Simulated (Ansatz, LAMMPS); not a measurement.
# B in place of C at several sites of amorphous Si0.85C0.15 (148 atoms): runs compared

Aim: make B in place of C at several sites of amorphous Si0.85C0.15 (148 atoms), relax each, and compare their energies.

Computed with Ansatz 0.2.0: Kohn-Sham DFT, PBE, PAW (set soft_1), plane waves.

### Step 1. The cell as built

The cell holds 148 atoms: 126 Si and 22 C. Cell: a = 13.515 Å, b = 13.515 Å, c = 13.515 Å, α = 90.0°, β = 90.0°, γ = 90.0°. 148 atoms (126 Si, 22 C) placed at random at 2.56 g/cm³, melted at 4500 K for 10 ps at fixed volume with the Erhart-Albe potential (Erhart and Albe, Phys. Rev. B 71, 035211 (2005)). Quenched from 4500 K to 100 K at 50 K/ps and fixed volume, held 5 ps.

Limits known from the start: The quench rate of 50 K/ps is orders of magnitude faster than experiment, which tends to freeze in extra defects. The starting topology of bonds comes from the classical model, and needn't be the one that DFT or experiment would give. Only the Γ point is sampled, in a cell whose shortest periodic width is 14 Å.

### Step 2. The reference run

The reference is a single point at the end of the relaxation.

Every defect cell starts from the geometry of this run and is relaxed in the fixed cell.

Its input, with most atom lines left out:

```yaml
crystal:
  lattice:
    - [13.5152, 0.0, 0.0]
    - [0.0, 13.5152, 0.0]
    - [0.0, 0.0, 13.5152]
  atoms:
    - { symbol: Si, position: [0.55569, 0.17416, 0.97458] }
    - { symbol: Si, position: [0.17757, 0.98795, 0.31032] }
    - { symbol: Si, position: [0.95899, 0.85657, 0.63894] }
    - { symbol: Si, position: [0.76338, 0.58363, 0.9175] }
    - { symbol: Si, position: [0.33645, 0.03659, 0.84726] }
    - { symbol: Si, position: [0.39357, 0.2283, 0.06286] }
    - { symbol: Si, position: [0.85839, 0.88959, 0.48989] }
    [... atom lines 8 to 148 left out ...]
kpoints:
  mp_grid: { grid: [1, 1, 1] }
hamiltonian:
  xc: pbe
  pseudopotentials: { kind: paw, azcp: { folder: soft_1 } }
scf:
  occupations: { method: gaussian, width: 0.025 }
output:
  forces: true
  stress: true
  populations: true
  dos:
    method: { smearing: { sigma: 0.08 } }
    de: 0.1
    projected: { site_lists: { C: [C], Si: [Si] } }
  eigenvalues: true
  write_density: true
  write_potential: true
  volumetric_format: npy
  elf: true
```

```
free energy per atom   : -578.2524 eV/atom
r.m.s. force component : 0.00557 eV/Å
pressure               : 1.829 GPa
```

The highest filled and lowest empty levels lie only 0.15 eV apart (at Γ alone), which on so few k-points needn't be a gap.

### Step 3. The runs

Each row is one run, on 4 threads of Arm Neoverse V1, shared host. The free energy is the program's total, comparable only between runs with the same functional, potentials and atoms.

```
                                 run  atoms    outcome  ionic steps, all passes  free energy (eV)     time  host memory (GiB)
           Single point at the start    148  converged                        -        -85573.098     38 s                3.0
                          Relaxation    148  converged                       32        -85581.361   12 min                3.0
Single point at the relaxed geometry    148  converged                        -        -85581.361     64 s                3.1
         B on a site of C, site C140    148  converged                       10        -85487.763  5.8 min                3.2
         B on a site of C, site C145    148  converged                       26        -85487.364   15 min                3.2
         B on a site of C, site C142    148  converged                        7        -85486.632  4.2 min                3.2
         B on a site of C, site C129    148  converged                       46        -85488.165   28 min                3.2
         B on a site of C, site C148    148  converged                        5        -85486.363  3.2 min                3.2
         B on a site of C, site C130    148  converged                        7        -85487.132  4.3 min                3.2
```

The surroundings of site C129, the cheapest one, after relaxation, nearest first, numbered as they follow in the input and with coordinates relative to it.

```
 atom      x      y      z  distance (Å)  bonds
 B129   0.85  -0.34   0.68          1.14      3
 C146  -0.60  -0.16   1.12          1.28      3
 C134  -1.77   0.65   0.64          1.99      4
 Si91   1.77  -1.13  -0.92          2.29      4
Si119   2.25   0.92   1.34          2.77      4
 Si48  -1.56   2.41  -0.29          2.89      4
Si110  -2.92  -0.48  -0.54          3.01      4
 Si59  -1.07  -1.33   2.51          3.04      4
 Si25   1.07  -0.34  -3.04          3.24      4
 Si19   2.27  -1.31   2.15          3.38      4
```

The column of bonds counts only the pairs Si-Si within 2.73 Å, Si-C within 2.28 Å, Si-B within 2.17 Å, C-C within 1.85 Å, C-B within 1.93 Å; other neighbours, such as metal atoms beside each other in a compound, aren't counted, and periodic images can show an atom twice.

### Step 4. The sites compared

All these cells hold the same atoms, so their energies can be compared with no chemical potential.

```
site  neighbours  mean distance (Å)  atoms within 6 Å  energy over the best site (eV)  before relaxation (eV)  gain on relaxing (eV)
C129        Si2C               1.72                56                            0.00                    0.62                   2.06
C140          C3               1.47                49                            0.40                    0.00                   1.03
C145         Si4               1.93                51                            0.80                    0.29                   0.92
C130        SiC2               1.62                55                            1.03                    0.15                   0.55
C142        Si3C               1.84                56                            1.53                    0.45                   0.35
C148         Si4               1.91                51                            1.80                    0.61                   0.25
```

Neighbours are those of the relaxed host within 2.23 Å (Si-C), 1.85 Å (C-C); other pairs aren't counted.

### Step 5. What came out

The cheapest site is C129 (3 neighbours, Si2C); the dearest, C148 (4 neighbours, Si4), costs 1.8 eV more. By coordination the energies over the best site are 0.00 to 1.03 eV with 3 neighbours and 0.80 to 1.80 eV with 4 neighbours. At C129 (largest move 2.4 Å) other atoms changed place, so the end state is more than the plain defect. Relaxation changes the order: the best site before relaxing was C140.

**Limits.** Defects are neutral and interact with their images. In a disordered cell the relaxation can also rearrange atoms far from the site. Only 6 of the 22 C sites were tried; unless symmetry makes the others alike to these, a cheaper one may exist. The change leaves an odd electron count, and these runs have no spin polarisation. The pressure of 1.8 GPa shows the cell to be compressed for this functional.

The DFT runs together took 74 min of wall time.

[Logs are printed without paths, hosts, clocks, repeated set-up lines and the standing remarks that a program may print on its own settings, such as how far it seeks lower states.]

[Hosts, paths, dates, database ids (printed as entryN), source tags and the programs' standing remarks are cut or masked in the printed files.]
